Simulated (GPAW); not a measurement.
## Anisotropy of Fe3 on MgO3 001

One collinear state of Fe3 on MgO3 001 is converged, and its anisotropy computed from it.

Program: GPAW 26.7.0. Level of theory: PBE; plane waves with GPAW's PAW setups, scalar-relativistic. Values are calculated unless marked as measured.

Report form: inputs, costs, results and the conclusion, without the logs.

## 1. The structure

The cell holds 9 atoms: 3 Mg, 3 O and 3 Fe. Its edges and angles: a = 2.978 Å, b = 2.978 Å, c = 21.022 Å, α = 90.0°, β = 90.0°, γ = 90.0°. ideal sites on the substrate's mesh, layer spacings from atomic volumes, unrelaxed, 12 A of vacuum. Vacuum lies along c.

## 2. The magnetic state

All later steps read the density of this run.

order1.py reads:

```python
import json
import numpy as np
from ase import Atoms
from ase.parallel import paropen, parprint
from gpaw import GPAW

atoms = Atoms(['Mg', 'O', 'Mg', 'O', 'Mg', 'O', 'Fe', 'Fe', 'Fe'],
    cell=[[2.978334, 0.0, 0.0],
         [0.0, 2.978334, 0.0],
         [0.0, 0.0, 21.022]],
    scaled_positions=[[0.0, 0.0, 0.285415],
         [0.5, 0.5, 0.285415],
         [0.5, 0.5, 0.385596],
         [0.0, 0.0, 0.385596],
         [0.0, 0.0, 0.485777],
         [0.5, 0.5, 0.485777],
         [0.5, 0.5, 0.588051],
         [0.0, 0.0, 0.651318],
         [0.5, 0.5, 0.714585]],
    pbc=True,
    magmoms=[0.0, 0.0, 0.0, 0.0, 0.0, 0.0, 2.6, 2.6, 2.6])
atoms.calc = GPAW(mode={'name': 'pw', 'ecut': 600},
    xc='PBE',
    kpts={'size': (16, 16, 1), 'gamma': True},
    occupations={'name': 'fermi-dirac', 'width': 0.05},
    convergence={'density': 1e-05, 'energy': 1e-05},
    maxiter=250,
    mixer={'name': 'pulay', 'beta': 0.03, 'nmaxold': 8, 'weight': 100},
    symmetry={'tolerance': 1e-4},
    txt='order1.txt')
e = atoms.get_potential_energy(force_consistent=True)
res = {'free_energy': e, 'energy_sigma0': atoms.get_potential_energy(), 'fermi_energy': atoms.calc.get_fermi_level()}
res['moments'] = atoms.get_magnetic_moments().tolist()
res['total'] = atoms.get_magnetic_moment()
parprint('site moments (muB):', np.round(res['moments'], 3))
parprint(f"total moment: {res['total']:.3f} muB")
parprint(f'free energy: {e:.6f} eV')
atoms.calc.write('order1.gpw')
with paropen('results.json', 'w') as f:
    json.dump(res, f)
```

On the command line:

```
OMP_NUM_THREADS=1 mpirun -n 4 gpaw python order1.py > order1.log
```

The job ended after 7.9 min (4 MPI ranks of Arm Neoverse V1, shared host; peak memory 1.5 GiB; 32 min of CPU time).

Spin moment in the augmentation sphere by atom:

```csv
atom,spin moment in the augmentation sphere (μB)
Mg1,0.00
O2,0.00
Mg3,0.00
O4,0.00
Mg5,-0.01
O6,0.03
Fe7,2.88
Fe8,2.49
Fe9,2.97
```

Read from the output:

```yaml
magnetization: 8.525 μB
final_state: ferromagnetic
```

After 39 cycles the largest moment stands at 2.97 μB.

## 3. More states at fixed density

The steps that follow sum over empty states, which the ground-state run does not converge; 77 states a spin are converged here at the frozen density and written with their wave functions.

It starts from the saved density of the lowest of the states tried.

nscf.py reads:

```python
from gpaw import GPAW

calc = GPAW('order1.gpw').fixed_density(
    kpts={'size': (24, 24, 1), 'gamma': True},
    nbands=81,
    convergence={'bands': 77, 'eigenstates': 1e-9},
    eigensolver='ppcg',
    parallel={'domain': 1},
    txt='nscf.txt')
calc.write('nscf.gpw', mode='all')
```

On the command line:

```
OMP_NUM_THREADS=1 mpirun -n 4 gpaw python nscf.py > nscf.log
```

It took 33 min on 4 MPI ranks; peak memory 2.8 GiB.

## 4. Energy against the direction of the moments

Spin–orbit coupling is added in the basis of the saved states for each direction of the moments. The change in the band energy is the anisotropy energy, with no new self-consistent run.

anisotropy.py reads:

```python
import json
import numpy as np
from ase.parallel import paropen, parprint
from gpaw import GPAW
from gpaw.spinorbit import soc_eigenstates

calc = GPAW('nscf.gpw')
angles = [[0.0, 0.0], [90.0, 0.0], [90.0, 90.0]]  # theta, phi in degrees
res = {'rows': []}
for scale in [1.0]:
    e0 = None
    for theta, phi in angles:
        soc = soc_eigenstates(calc, n2=77, scale=scale, theta=theta, phi=phi)
        e = soc.calculate_band_energy()
        e0 = e if e0 is None else e0
        orbital = soc.get_orbital_magnetic_moments()
        res['rows'].append([scale, theta, phi, 1000 * (e - e0), orbital.tolist()])
        parprint(f'scale {scale} theta {theta:6.1f} phi {phi:6.1f}  dE = {1000 * (e - e0):9.4f} meV  |L| =', np.round(np.linalg.norm(orbital, axis=1), 4))
with paropen('results.json', 'w') as f:
    json.dump(res, f)
```

On the command line:

```
OMP_NUM_THREADS=1 mpirun -n 4 gpaw python anisotropy.py > anisotropy.log
```

Wall time 20 s (4 MPI ranks); peak memory 3.4 GiB.

Directions, in the order of the table: the normal; the first cell vector; the in-plane normal to it.

Theta from the Cartesian z axis, phi from x; spin up lies along the direction. Anisotropy, by row:

```csv
spin-orbit scale,theta (degrees),phi (degrees),energy less the first direction's (meV a cell),orbital moment of atom 9 along the direction (μB),sum of orbital moments along the direction (μB a cell)
1,0,0,0,0.1053,0.2999
1,90,0,1.834,0.08177,0.2174
1,90,90,1.834,0.08177,0.2174
```

## 5. Outcome

- state: ferromagnetic
- largest site moment: 2.97 μB
- spread of the directions' energies: 1.83 meV a cell
- easiest direction tried: the normal

In words: About the ferromagnetic state the directions differ by 1.83 meV a cell, with the normal easiest. The anisotropy comes from the force theorem at a frozen potential; it needs a check on a finer mesh, and shape anisotropy is not in it.

[Long decimals in the printed logs are rounded to 6 places.]

[Logs and program files are shortened in this print: banners, set-up blocks, solver, clock and traceback lines can be left out without a mark of their own.]

[Logs are printed without paths, hosts, clocks, repeated set-up lines and the standing remarks that a program may print on its own settings, such as how far it seeks lower states.]

[Hosts, paths, dates, database ids (printed as entryN), source tags and the programs' standing remarks are cut or masked in the printed files.]

[Where the starting crystal was built by hand or by swapping elements, it need not be the compound's stable phase.]

[Where a cell is said to come from a database of computed structures, the database is the Materials Project.]

[Runs that the program refused, that were killed for memory or that had too few empty states are not shown or counted.]

[Lattice constants of own cells that a recipe calls measured were typed without a cited source.]
